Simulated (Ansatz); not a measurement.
# The perfect C wire along [100], 25 atoms a period, H-terminated

What gap, if any, does the C wire along [100], 25 atoms a period, H-terminated have, and how does it change with the functional?

Calculated with Ansatz 0.2.0; DFT PBE, plane waves, PAW; relaxation of a wire's period; PAW set soft_1, in the first sound run; inputs show where later runs differ.

## (1) The starting structure

The cell holds 45 atoms: 25 C and 20 H. Its edges and angles: a = 15.233 Å, b = 15.233 Å, c = 3.570 Å, α = 90.0°, β = 90.0°, γ = 90.0°. Vacuum lies along a and b. The structure's axis is c.

## (2) The relaxed wire

Band widths follow the bond lengths, so the wire is relaxed first. The atoms and the third cell vector are free; the box across stays fixed as vacuum. A Fermi-Dirac smearing is set since the result may be a metal. The pressure printed is a third of the stress's trace over the whole box, vacuum included; only the stress along the axis is relaxed.

Input file input.yaml:

```yaml
crystal:
  lattice:
    - [15.233, 0.0, 0.0]
    - [0.0, 15.233, 0.0]
    - [0.0, 0.0, 3.57]
  atoms:
    - { symbol: C, position: [0.382828878, 0.500008685, 0.0] }
    - { symbol: C, position: [0.500008685, 0.382828878, 0.0] }
    - { symbol: C, position: [0.500008685, 0.617188492, 0.0] }
    - { symbol: C, position: [0.617188492, 0.500008685, 0.0] }
    - { symbol: H, position: [0.281789536, 0.398969343, 0.068870504] }
    - { symbol: H, position: [0.398969343, 0.281789536, 0.068870504] }
    - { symbol: H, position: [0.601048028, 0.718227835, 0.068870504] }
    - { symbol: H, position: [0.718227835, 0.601048028, 0.068870504] }
    - { symbol: C, position: [0.324238975, 0.441418782, 0.25] }
    - { symbol: C, position: [0.441418782, 0.324238975, 0.25] }
    - { symbol: C, position: [0.441418782, 0.558598589, 0.25] }
    - { symbol: C, position: [0.558598589, 0.441418782, 0.25] }
    - { symbol: C, position: [0.558598589, 0.675778396, 0.25] }
    - { symbol: C, position: [0.675778396, 0.558598589, 0.25] }
    - { symbol: H, position: [0.223199632, 0.542458124, 0.318870504] }
    - { symbol: H, position: [0.340379439, 0.659637931, 0.318870504] }
    - { symbol: H, position: [0.457559246, 0.776817738, 0.318870504] }
    - { symbol: H, position: [0.542458124, 0.223199632, 0.318870504] }
    - { symbol: H, position: [0.659637931, 0.340379439, 0.318870504] }
    - { symbol: H, position: [0.776817738, 0.457559246, 0.318870504] }
    - { symbol: C, position: [0.265649071, 0.500008685, 0.5] }
    - { symbol: C, position: [0.382828878, 0.382828878, 0.5] }
    - { symbol: C, position: [0.382828878, 0.617188492, 0.5] }
    - { symbol: C, position: [0.500008685, 0.265649071, 0.5] }
    - { symbol: C, position: [0.500008685, 0.500008685, 0.5] }
    - { symbol: C, position: [0.500008685, 0.734368299, 0.5] }
    - { symbol: C, position: [0.617188492, 0.382828878, 0.5] }
    - { symbol: C, position: [0.617188492, 0.617188492, 0.5] }
    - { symbol: C, position: [0.734368299, 0.500008685, 0.5] }
    - { symbol: H, position: [0.223199632, 0.457559246, 0.681129496] }
    - { symbol: H, position: [0.340379439, 0.340379439, 0.681129496] }
    - { symbol: H, position: [0.457559246, 0.223199632, 0.681129496] }
    - { symbol: H, position: [0.542458124, 0.776817738, 0.681129496] }
    - { symbol: H, position: [0.659637931, 0.659637931, 0.681129496] }
    - { symbol: H, position: [0.776817738, 0.542458124, 0.681129496] }
    - { symbol: C, position: [0.324238975, 0.558598589, 0.75] }
    - { symbol: C, position: [0.441418782, 0.441418782, 0.75] }
    - { symbol: C, position: [0.441418782, 0.675778396, 0.75] }
    - { symbol: C, position: [0.558598589, 0.324238975, 0.75] }
    - { symbol: C, position: [0.558598589, 0.558598589, 0.75] }
    - { symbol: C, position: [0.675778396, 0.441418782, 0.75] }
    - { symbol: H, position: [0.281789536, 0.601048028, 0.931129496] }
    - { symbol: H, position: [0.398969343, 0.718227835, 0.931129496] }
    - { symbol: H, position: [0.601048028, 0.281789536, 0.931129496] }
    - { symbol: H, position: [0.718227835, 0.398969343, 0.931129496] }
kpoints:
  mp_grid: { grid: [1, 1, 23] }
scf:
  occupations: { method: fermi_dirac, width: 0.05 }
hamiltonian:
  xc: pbe
  pseudopotentials: { kind: paw, azcp: { folder: soft_1 } }
relax:
  cell: { fix: [a, b, alpha, beta, gamma] }
  max_steps: 45
  f_tol: 0.03
```

The run is started by

```bash
$ ansatz run input.yaml --threads 8 --pin off --max-ram 16384MiB --backend cpu --events-out ev --progress --plain --runs-dir out
```

Numbers of over 12 decimals in the logs are rounded to 6 here.

What it wrote:

```text
Engine: ansatz 0.2.0, x86_64-unknown-linux-gnu
Pseudopotentials: kind: paw
Pseudopotential: C, paw, valence charge 4, recommended cutoff 420 eV (normal), soft_1/C.paw.azcp
Pseudopotential: H, paw, valence charge 1, recommended cutoff 420 eV (normal), soft_1/H.paw.azcp
Functional definition: PBE
  parameter kappa = 0.804
  parameter beta = 0.066725
  exchange = pbe_x(kappa = kappa, mu = beta*pi^2/3)
  correlation = pbe_c(beta = beta)
Crystal: 45 atoms, lattice volume = 828.398 Å³
Basis set: ecut = 420 eV, 16043 PW (Γ), exchange–correlation on 216×216×48 points (8 copies of the dense FFT grid, shifted against one another)
Bands: 105, of which v1, the nominal top of the filled ones, is band 60 counted from 1 (59 counted from 0)
Symmetry: 8 space group operations
Space group: P-42m (ITA 111), of the structure as read, at distance tolerance 9.4e-5 Å
k-points: 12 of 23
Non-local potential: C, projectors of the file, l = 0: 2, l = 1: 2, l = 2: 1
Non-local potential: H, projectors of the file, l = 0: 2, l = 1: 1
PAW form: soft (Blöchl's): semilocal exchange-correlation on the pseudo side does not see the compensation charge
PAW one-centre angular grid: C, 110 points (default); XC on 64 Gauss nodes
PAW one-centre angular grid: H, 110 points (default); XC on 64 Gauss nodes
Initial density: superposition of atomic densities (neutral atoms: chi_scale 0, normalization atom)
Initial wavefunctions: pseudopotential atomic-orbital guess
Functional: x = pbe(κ = 0.804, μ = 0.219515), c = pbe(β = 0.066725)
SCF iter   1: F=—  HF=-6610.548797 eV  |F-HF|=—  |Δ(HF+E_count)|=         —  Δρ=7.66e-2  dr2=5.33e1  ethr=3.10e-3  ⟨swp⟩=7.6  Hψ=6808  notcnv=0  defer=230
preconditioner: auto → Resta (q_TF=auto, 1.977 Å⁻¹)  ε∞=1.7  [insulator: Δε(μ)=6.636 eV  Ē_g=17.023 eV  σ=0.050 eV  W_gap=1.00  n_scr=94 (ndim 8)  ℏωp=14.1 eV  f_vac=0.606  D(μ)=0.00/eV (n_scr^D=0)  ε∞_Penn≈1.7  vacuum switching on, ρ_ref=2.1e-2 e/Å³]
SCF iter   2: F=—  HF=-6594.116415 eV  |F-HF|=—  |Δ(HF+E_count)|=    1.64e1  Δρ=3.50e-2  dr2=6.63e0  ethr=3.10e-3  ⟨swp⟩=4.5  Hψ=2869  notcnv=0  defer=476
SCF iter   3: F=—  HF=-6592.349883 eV  |F-HF|=—  |Δ(HF+E_count)|=    1.77e0  Δρ=9.25e-3  dr2=7.76e-1  ethr=3.10e-3  ⟨swp⟩=3.0  Hψ=1362  notcnv=0  defer=476
SCF iter   4: F=—  HF=-6592.224028 eV  |F-HF|=—  |Δ(HF+E_count)|=   1.26e-1  Δρ=2.45e-3  dr2=1.04e-1  ethr=6.46e-4  ⟨swp⟩=3.3  Hψ=2253  notcnv=0  defer=476
SCF iter   5: F=—  HF=-6592.208002 eV  |F-HF|=—  |Δ(HF+E_count)|=   1.60e-2  Δρ=8.67e-4  dr2=3.45e-3  ethr=8.69e-5  ⟨swp⟩=2.0  Hψ=1321  notcnv=0  defer=476
SCF iter   6: F=—  HF=-6592.210589 eV  |F-HF|=—  |Δ(HF+E_count)|=   2.59e-3  Δρ=2.21e-4  dr2=1.71e-4  ethr=2.88e-6  ⟨swp⟩=2.0  Hψ=1488  notcnv=0  defer=476
SCF iter   7: F=—  HF=-6592.210885 eV  |F-HF|=—  |Δ(HF+E_count)|=   2.96e-4  Δρ=5.48e-5  dr2=2.38e-5  ethr=1.43e-7  ⟨swp⟩=2.0  Hψ=1504  notcnv=0  defer=476
SCF iter   8: F=—  HF=-6592.211464 eV  |F-HF|=—  |Δ(HF+E_count)|=   5.78e-4  Δρ=1.18e-5  dr2=6.11e-7  ethr=1.98e-8  ⟨swp⟩=2.0  Hψ=1916  notcnv=0  defer=476
SCF iter   9: F=-6592.211464 eV  HF=-6592.211464 eV  |F-HF|=5.60e-10  |Δ(HF+E_count)|=   6.57e-7  Δρ=2.25e-6  dr2=3.55e-8  ethr=8.33e-11  ⟨swp⟩=5.0  Hψ=3982  notcnv=0
SCF 1 converged in 9 iterations: F = -6592.211464 eV  dr2 = 3.55e-8
  greatest PAW one-centre occupation: 0.649 electrons in one spin orbital (limit 2), on the C atom at site 23 (counted from 0), in its partial waves of l = 0
relax step   1: F+E_penalty+E_count = -6592.21146418 eV  Δ(F+E_penalty+E_count) = +0.000e0 eV  max|allowed force component| = 7.015e-1 eV/Å  Δτ_max = 0.0000 Å  P = -0.187 GPa  Ω = 828.398 Å³  fix = [a, b, alpha, beta, gamma]  reactions: a -0.846, b -0.846 GPa  (9 SCF iters, dr2 threshold 1.00e-7 eV, accepted)
Crystal: 45 atoms, lattice volume = 859.259 Å³
Basis set: ecut = 420 eV, 16837 PW (Γ), exchange–correlation on 216×216×48 points (8 copies of the dense FFT grid, shifted against one another)
Initial density: handed on by an earlier stage of this run
Initial wavefunctions: those handed on with the density
iter 1 solved again at ethr=4.42e-4 eV; its pass at ethr=3.10e-3 eV (dr2=5.30e-1 eV) is discarded
SCF iter   1: F=—  HF=-6592.799869 eV  |F-HF|=—  |Δ(HF+E_count)|=         —  Δρ=1.17e-2  dr2=5.53e-1  ethr=4.42e-4  ⟨swp⟩=6.3  Hψ=6878  notcnv=0  defer=4
preconditioner: auto → Resta (q_TF=auto, 1.965 Å⁻¹)  ε∞=1.9  [insulator: Δε(μ)=3.145 eV  Ē_g=14.712 eV  σ=0.050 eV  W_gap=1.00  n_scr=110 (ndim 8)  ℏωp=13.9 eV  f_vac=0.660  D(μ)=0.00/eV (n_scr^D=0)  ε∞_Penn≈1.9  vacuum switching on, ρ_ref=1.6e-2 e/Å³]
SCF iter   2: F=—  HF=-6592.742819 eV  |F-HF|=—  |Δ(HF+E_count)|=   5.71e-2  Δρ=5.36e-3  dr2=8.97e-2  ethr=4.42e-4  ⟨swp⟩=2.6  Hψ=2110  notcnv=0  defer=152
SCF iter   3: F=—  HF=-6592.756585 eV  |F-HF|=—  |Δ(HF+E_count)|=   1.38e-2  Δρ=1.46e-3  dr2=8.26e-3  ethr=7.47e-5  ⟨swp⟩=2.7  Hψ=2001  notcnv=0  defer=234
SCF iter   4: F=—  HF=-6592.758469 eV  |F-HF|=—  |Δ(HF+E_count)|=   1.88e-3  Δρ=1.72e-4  dr2=2.18e-4  ethr=6.88e-6  ⟨swp⟩=2.2  Hψ=1705  notcnv=0  defer=234
SCF iter   5: F=—  HF=-6592.758968 eV  |F-HF|=—  |Δ(HF+E_count)|=   4.99e-4  Δρ=6.46e-5  dr2=3.81e-5  ethr=1.81e-7  ⟨swp⟩=2.0  Hψ=1794  notcnv=0  defer=234
SCF iter   6: F=-6592.758968 eV  HF=-6592.758967 eV  |F-HF|=6.48e-7  |Δ(HF+E_count)|=   4.76e-7  Δρ=1.44e-5  dr2=1.33e-6  ethr=3.75e-9  ⟨swp⟩=3.0  Hψ=4294  notcnv=0
SCF 2 converged in 6 iterations: F = -6592.758968 eV  dr2 = 1.33e-6
  greatest PAW one-centre occupation: 0.652 electrons in one spin orbital (limit 2), on the C atom at site 28 (counted from 0), in its partial waves of l = 0
relax step   2: F+E_penalty+E_count = -6592.75896783 eV  Δ(F+E_penalty+E_count) = -5.475e-1 eV  max|allowed force component| = 4.256e-1 eV/Å  Δτ_max = 0.1162 Å  P = -0.297 GPa  Ω = 859.259 Å³  energy of the carried Pulay correction = -2.601e-2 eV  fix = [a, b, alpha, beta, gamma]  reactions: a +0.077, b +0.077 GPa  (6 SCF iters, dr2 threshold 4.50e-6 eV, accepted)
Crystal: 45 atoms, lattice volume = 851.733 Å³
Basis set: ecut = 420 eV, 16613 PW (Γ), exchange–correlation on 216×216×48 points (8 copies of the dense FFT grid, shifted against one another)
iter 1 solved again at ethr=2.88e-5 eV; its pass at ethr=3.10e-3 eV (dr2=3.45e-2 eV) is discarded
SCF iter   1: F=—  HF=-6592.878881 eV  |F-HF|=—  |Δ(HF+E_count)|=         —  Δρ=2.96e-3  dr2=3.55e-2  ethr=2.88e-5  ⟨swp⟩=5.3  Hψ=6361  notcnv=0
[...]
SCF 8 converged in 5 iterations: F = -6592.906652 eV  dr2 = 1.67e-10
relax step   8: F+E_penalty+E_count = -6592.90665242 eV  Δ(F+E_penalty+E_count) = -4.545e-4 eV  max|allowed force component| = 3.000e-3 eV/Å  Δτ_max = 0.0000 Å  P = -0.001 GPa  Ω = 851.739 Å³  fix = [a, b, alpha, beta, gamma]  reactions: a -0.003, b -0.003 GPa  stress off target by 2.75e-3 GPa on what of the cell is left free  SCF on the basis re-selected at this cell (its energy is not comparable with the rows above)  (5 SCF iters)
basis re-selected at this cell: Δ(F+E_penalty+E_count) = -4.545e-4 eV, ΔP = +0.000 GPa vs the last step (what re-selecting the basis moved, of the pressure what is left beyond the Pulay correction that the steps carried, after the strain that the cell walked since its last selection, with what the two solves' SCF thresholds leave and, on support functions, any second-order correction that the steps lacked; it is no m [...]
SCF converged after 5 iterations
Free energy (F): -6592.906652 eV
Harris-Foulkes:  -6592.906652 eV  (|F-HF|=2.72e-8)
Internal energy: -6592.906652 eV  (E = F + TS)
E sigma→0 (E₀):  -6592.906652 eV
Fermi energy:    0.369129 eV
--- Per-component energies (eV) ---
  E_band       = -1027.083945
  E_kinetic    = 2511.902383
  E_local      = -46202.067626  (includes V_loc(G=0)·N_el)
  E_nonlocal   = 586.289914
  E_hartree    = 21992.250492
  E_xc         = -1368.251430
  E_vxc        = -1698.220565  (∫ρ·V_xc dr)
  E_paw        = -2512.682401  (= ΣΔE_a)
  E_vpaw       = -209.466954  (= ΣTr[D̂ρ^β])
  E_aug_tail   = -0.021761  (compensation charges beyond the density's cutoff)
  E_ewald      = 18399.673777
  E_smearing   = -0.000000  (= −TS)
  E_closure    = 0.000000  (closes the sum)
  Σ components = -6592.906652   (vs F -6592.906652, Δ=0.00e0)
--- Forces (eV/Å), atoms counted from 1 ---
  atom   1  C      0.00047249     0.00000000     0.00000000
  atom   2  C      0.00000000     0.00047249     0.00000000
  atom   3  C      0.00000000    -0.00047249     0.00000000
  atom   4  C     -0.00047249     0.00000000     0.00000000
  atom   5  H      0.00016788     0.00014211     0.00050721
  atom   6  H      0.00014211     0.00016788     0.00050721
  atom   7  H     -0.00014211    -0.00016788     0.00050721
  atom   8  H     -0.00016788    -0.00014211     0.00050721
  atom   9  C     -0.00007078     0.00060388    -0.00004575
  atom  10  C      0.00060388    -0.00007078    -0.00004575
  atom  11  C      0.00145777    -0.00145777     0.00299966
  atom  12  C     -0.00145777     0.00145777     0.00299966
  atom  13  C     -0.00060388     0.00007078    -0.00004575
  atom  14  C      0.00007078    -0.00060388    -0.00004575
  atom  15  H      0.00033272    -0.00082002    -0.00025561
  atom  16  H     -0.00022089     0.00022089     0.00048616
  atom  17  H      0.00082002    -0.00033272    -0.00025561
  atom  18  H     -0.00082002     0.00033272    -0.00025561
  atom  19  H      0.00022089    -0.00022089     0.00048616
  atom  20  H     -0.00033272     0.00082002    -0.00025561
  atom  21  C     -0.00038137     0.00000000     0.00000000
  atom  22  C     -0.00109883    -0.00109883     0.00051135
  atom  23  C     -0.00109883     0.00109883    -0.00051135
  atom  24  C     -0.00000000    -0.00038137     0.00000000
  atom  25  C     -0.00000000     0.00000000     0.00000000
  atom  26  C     -0.00000000     0.00038137     0.00000000
  atom  27  C      0.00109883    -0.00109883    -0.00051135
  atom  28  C      0.00109883     0.00109883     0.00051135
  atom  29  C      0.00038137     0.00000000     0.00000000
  atom  30  H      0.00033272     0.00082002     0.00025561
  atom  31  H     -0.00022089    -0.00022089    -0.00048616
  atom  32  H      0.00082002     0.00033272     0.00025561
  atom  33  H     -0.00082002    -0.00033272     0.00025561
  atom  34  H      0.00022089     0.00022089    -0.00048616
  atom  35  H     -0.00033272    -0.00082002     0.00025561
  atom  36  C     -0.00007078    -0.00060388     0.00004575
  atom  37  C      0.00145777     0.00145777    -0.00299966
  atom  38  C      0.00060388     0.00007078     0.00004575
  atom  39  C     -0.00060388    -0.00007078     0.00004575
  atom  40  C     -0.00145777    -0.00145777    -0.00299966
  atom  41  C      0.00007078     0.00060388     0.00004575
  atom  42  H      0.00016788    -0.00014211    -0.00050721
  atom  43  H      0.00014211    -0.00016788    -0.00050721
  atom  44  H     -0.00014211     0.00016788    -0.00050721
  atom  45  H     -0.00016788     0.00014211    -0.00050721
  max |Σ_I F_I| component: 5.42e-19 eV/Å
--- Stress (GPa, compression-positive) ---
       -0.002534       0.000000       0.000000
        0.000000      -0.002534       0.000000
        0.000000       0.000000       0.002751
  P = ⅓ Tr σ = -0.0008 GPa (-0.008 kbar)
--- Relaxed structure (6 steps of the walk, 6 accepted, 2 SCFs on fresh bases) ---
  F+E_penalty+E_count = -6592.90665242 eV   max|allowed force component| = 3.000e-3 eV/Å   (the final SCF, on the basis selected at the relaxed cell)
  cell:  # Å, volume = 851.7394 Å³
    - [15.233, 0.0, 0.0]
    - [0.0, 15.233, 0]
    - [0.0, 0, 3.670590]
  atoms:
    - { symbol: C, position: [0.381899, 0.500009, -6.445148302045794e-19] }
    - { symbol: C, position: [0.500009, 0.381899, -6.445148302045794e-19] }
    - { symbol: C, position: [0.500009, 0.618119, -6.445148302045794e-19] }
    - { symbol: C, position: [0.618119, 0.500009, -6.445148302045794e-19] }
    - { symbol: H, position: [0.282453, 0.399108, 0.095138] }
    - { symbol: H, position: [0.399108, 0.282453, 0.095138] }
    - { symbol: H, position: [0.600909, 0.717564, 0.095138] }
    - { symbol: H, position: [0.717564, 0.600909, 0.095138] }
    - { symbol: C, position: [0.324884, 0.442669, 0.256420] }
    - { symbol: C, position: [0.442669, 0.324884, 0.256420] }
    - { symbol: C, position: [0.441034, 0.558984, 0.248179] }
    - { symbol: C, position: [0.558984, 0.441034, 0.248179] }
    - { symbol: C, position: [0.557348, 0.675133, 0.256420] }
    - { symbol: C, position: [0.675133, 0.557348, 0.256420] }
    - { symbol: H, position: [0.223134, 0.541758, 0.335770] }
    - { symbol: H, position: [0.340996, 0.659022, 0.346793] }
    - { symbol: H, position: [0.458259, 0.776883, 0.335770] }
    - { symbol: H, position: [0.541758, 0.223134, 0.335770] }
    - { symbol: H, position: [0.659022, 0.340996, 0.346793] }
    - { symbol: H, position: [0.776883, 0.458259, 0.335770] }
    - { symbol: C, position: [0.266804, 0.500009, 0.5] }
    - { symbol: C, position: [0.384170, 0.384170, 0.492805] }
    - { symbol: C, position: [0.384170, 0.615848, 0.507195] }
    - { symbol: C, position: [0.500009, 0.266804, 0.5] }
    - { symbol: C, position: [0.500009, 0.500009, 0.5] }
    - { symbol: C, position: [0.500009, 0.733213, 0.5] }
    - { symbol: C, position: [0.615848, 0.384170, 0.507195] }
    - { symbol: C, position: [0.615848, 0.615848, 0.492805] }
    - { symbol: C, position: [0.733213, 0.500009, 0.5] }
    - { symbol: H, position: [0.223134, 0.458259, 0.664230] }
    - { symbol: H, position: [0.340996, 0.340996, 0.653207] }
    - { symbol: H, position: [0.458259, 0.223134, 0.664230] }
    - { symbol: H, position: [0.541758, 0.776883, 0.664230] }
    - { symbol: H, position: [0.659022, 0.659022, 0.653207] }
    - { symbol: H, position: [0.776883, 0.541758, 0.664230] }
    - { symbol: C, position: [0.324884, 0.557348, 0.743580] }
    - { symbol: C, position: [0.441034, 0.441034, 0.751821] }
    - { symbol: C, position: [0.442669, 0.675133, 0.743580] }
    - { symbol: C, position: [0.557348, 0.324884, 0.743580] }
    - { symbol: C, position: [0.558984, 0.558984, 0.751821] }
    - { symbol: C, position: [0.675133, 0.442669, 0.743580] }
    - { symbol: H, position: [0.282453, 0.600909, 0.904862] }
    - { symbol: H, position: [0.399108, 0.717564, 0.904862] }
    - { symbol: H, position: [0.600909, 0.282453, 0.904862] }
    - { symbol: H, position: [0.717564, 0.399108, 0.904862] }
```

The job ended after 38 s (8 threads of AMD EPYC 9B45 (Zen 5), shared host; peak memory 3.4 GiB).

Step by step:

```tsv
step	energy less that of the first step (eV)	largest force component (eV/Å)	pressure (GPa)	volume (Å³)
1	0.0000	0.7015	-0.19	828.40
2	-0.5475	0.4256	-0.30	859.26
3	-0.6644	0.1315	-0.13	851.73
4	-0.6689	0.0471	-0.05	851.10
5	-0.6694	0.0106	-0.01	851.15
6*	-0.6951	0.0126	0.04	851.15
7	-0.6947	0.0030	0.00	851.74
8*	-0.6952	0.0030	0.00	851.74
```

Relaxation steps marked * repeat the geometry before them on a plane-wave basis chosen anew for their cell, so energy and pressure can jump there.

Forces are held to the 8 operations that the run works with; a distortion that breaks them can't arise in this run.

```tsv
cell as run	before	after	change
c (Å)	3.570	3.671	+2.8 %
```

The atoms that moved most (Å, along periodic axes as changes of fractional coordinates times the final cell, across vacuum about the mean position):

```tsv
atom	dx	dy	dz	length
H31	0.009	0.009	-0.102	0.103
H16	0.009	-0.009	0.102	0.103
H19	-0.009	0.009	0.102	0.103
H34	-0.009	-0.009	-0.102	0.103
H8	-0.010	-0.002	0.096	0.097
H7	-0.002	-0.010	0.096	0.097
H43	0.002	-0.010	-0.096	0.097
H45	-0.010	0.002	-0.096	0.097
```

This step gave:

```
cell length along the wire : 3.671 Å
```

The cell's length comes to 3.671 Å with spin left out.

(Part 1 of 2 ends here.)

[Logs are printed without paths, hosts, clocks, repeated set-up lines and the standing remarks that a program may print on its own settings, such as how far it seeks lower states.]

[Hosts, paths, dates, database ids (printed as entryN), source tags and the programs' standing remarks are cut or masked in the printed files.]
